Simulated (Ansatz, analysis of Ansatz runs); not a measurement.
# Reproducing a measured migration barrier: interstitial H in bcc Mo, hop from a tetrahedral to the next tetrahedral site

Subject: interstitial H in bcc Mo, hop from a tetrahedral to the next tetrahedral site. Wanted: its migration barrier, in one set-up (PBE, 32-site cell, PBE lattice, 420 eV, k: 4x4x4 Gamma-centred, with the key ISMEAR). The model is a cell of 32 host atoms with 1 H put in. The barrier is the energy of the highest image of a climbing band over the relaxed site that the atom leaves.

**The experiment.** Migration barrier: 0.185 eV, by permeation and degassing (T > 250 K); average of cited values (quoted in “Explainable Machine Learning for Hydrogen Diffusion in Metals and Random Binary Alloys”, 2023, G. M. Lu et al., quoting earlier work (1983)). Migration barrier: 0.17 eV, by diffusion activation energy, described as experimental in the text (technique not stated; cited ref. is a first-principles paper, so the value may be second-hand) (quoted in “Ab-initio study of the transition pathways for single and double interstitial solute (H, N, O, H-H, N-N, and O-O) within bcc refractory metals (Mo and Nb)”, 2024, H. E. Quarshie et al., quoting earlier work (2017)).

Main program and level: Ansatz 0.2.0; plane-wave PAW DFT, PBE; relaxation of all atoms of a defect supercell.

## 1. Starting point

The cell holds 33 atoms: 32 Mo and 1 H. Its edges and angles: a = 8.941 Å, b = 8.941 Å, c = 8.941 Å, α = 60.0°, β = 60.0°, γ = 60.0°. It derives from Mo (space group Im-3m). Nearest the centre at fractional (0.312, 0.438, 0.562): H33 at 0.00 Å, Mo4 at 1.77 Å, Mo14 at 1.77 Å, Mo7 at 1.77 Å, Mo29 at 1.77 Å, Mo22 at 2.85 Å, Mo8 at 2.85 Å, Mo11 at 2.85 Å.

The host's primitive cell comes from a first run (plane-wave PAW DFT, PBE; relaxation of the host's cell and atoms): vectors of 2.738, 2.738 and 2.738 Å. That is 15.79 Å³ an atom, 1.4 % over the diffraction cell's volume. The supercell is built on it.

## 2. Relaxation, charge 0

A barrier counts from a true minimum, so both ends of the jump are relaxed first.

start/input.yaml reads:

```yaml
relax:
  f_tol: 0.02
  max_steps: 80
  escape_saddle: false
crystal:
  lattice:
    - [0.0, 6.32231142, 6.32231142]
    - [6.32231142, 0.0, 6.32231142]
    - [6.32231142, 6.32231142, 0.0]
  atoms:
    - { symbol: Mo, position: [0.0, 0.0, 0.0] }
    - { symbol: Mo, position: [0.125, 0.125, 0.125] }
    - { symbol: Mo, position: [0.25, 0.25, 0.25] }
    - { symbol: Mo, position: [0.375, 0.375, 0.375] }
    - { symbol: Mo, position: [0.0, 0.0, 0.5] }
    - { symbol: Mo, position: [0.125, 0.125, 0.625] }
    - { symbol: Mo, position: [0.25, 0.25, 0.75] }
    - { symbol: Mo, position: [0.375, 0.375, 0.875] }
    - { symbol: Mo, position: [0.0, 0.5, 0.0] }
    - { symbol: Mo, position: [0.125, 0.625, 0.125] }
    - { symbol: Mo, position: [0.25, 0.75, 0.25] }
    - { symbol: Mo, position: [0.375, 0.875, 0.375] }
    - { symbol: Mo, position: [0.0, 0.5, 0.5] }
    - { symbol: Mo, position: [0.125, 0.625, 0.625] }
    - { symbol: Mo, position: [0.25, 0.75, 0.75] }
    - { symbol: Mo, position: [0.375, 0.875, 0.875] }
    - { symbol: Mo, position: [0.5, 0.0, 0.0] }
    - { symbol: Mo, position: [0.625, 0.125, 0.125] }
    - { symbol: Mo, position: [0.75, 0.25, 0.25] }
    - { symbol: Mo, position: [0.875, 0.375, 0.375] }
    - { symbol: Mo, position: [0.5, 0.0, 0.5] }
    - { symbol: Mo, position: [0.625, 0.125, 0.625] }
    - { symbol: Mo, position: [0.75, 0.25, 0.75] }
    - { symbol: Mo, position: [0.875, 0.375, 0.875] }
    - { symbol: Mo, position: [0.5, 0.5, 0.0] }
    - { symbol: Mo, position: [0.625, 0.625, 0.125] }
    - { symbol: Mo, position: [0.75, 0.75, 0.25] }
    - { symbol: Mo, position: [0.875, 0.875, 0.375] }
    - { symbol: Mo, position: [0.5, 0.5, 0.5] }
    - { symbol: Mo, position: [0.625, 0.625, 0.625] }
    - { symbol: Mo, position: [0.75, 0.75, 0.75] }
    - { symbol: Mo, position: [0.875, 0.875, 0.875] }
    - { symbol: H, position: [0.3125, 0.4375, 0.5625] }
basis:
  ecutwfc: 420
  xc_grid: 2
hamiltonian:
  xc: pbe
kpoints:
  mp_grid: { grid: [4, 4, 4] }
scf:
  occupations: { method: methfessel_paxton, width: 0.1 }
  max_iter: 80
  ISMEAR: 0
output:
  forces: true
checkpoint:
  write: "../start.run"
  compress: false
  write_wavefunctions: true
  write_every: 100000
```

Launch:

```console
> ansatz run input.yaml --threads 4 --pin off --max-ram 14131MiB --backend cpu --events-out ev --progress --plain --runs-dir out
```

Output:

```text
Error: YAML parse error: error: line 54 column 3: unknown field `ISMEAR`, expected one of max_iter, algorithm, n_extra_bands, self_checks, convergence, lower_state_search, omitted_lower_state_checks, lower_solution_reach, mixing, occupations, eigensolver, [...]
  --> <input>:54:3
   |
52 |   occupations: { method: methfessel_paxton, width: 0.1 }
53 |   max_iter: 80
54 |   ISMEAR: 0
   |   ^ unknown field `ISMEAR`, expected one of max_iter, algorithm, n_extra_bands, self_checks, convergence, lower_state_search, omitted_lower_state_checks, lower_solution_reach, mixing, occupations, eigensolver, initial_density, exx
55 | output:
56 |   forces: true
   |
```

Elapsed: 0.02 s, on 4 threads of Arm Neoverse V1, shared host; peak memory 0.022 GiB.

The program refused the input before any cycle.

The program's message: “Error: YAML parse error: error: line 54 column 3: unknown field `ISMEAR`, expected one of max_iter, algorithm, n_extra_bands, self_checks, convergence, lower_state_search, omitted_lower_state_checks, …”

## 3. Outcome

The migration barrier was not obtained, because the step “relaxation, charge 0” was refused by the program; the cause lies in the set-up: ISMEAR is a key of another program.

[Logs are printed without paths, hosts, clocks, repeated set-up lines and the standing remarks that a program may print on its own settings, such as how far it seeks lower states.]

[Hosts, paths, dates, database ids (printed as entryN), source tags and the programs' standing remarks are cut or masked in the printed files.]

[For some hosts the program warned that the k-mesh of the response run may be too coarse for force constants and the static dielectric constant; such warnings are not shown here.]
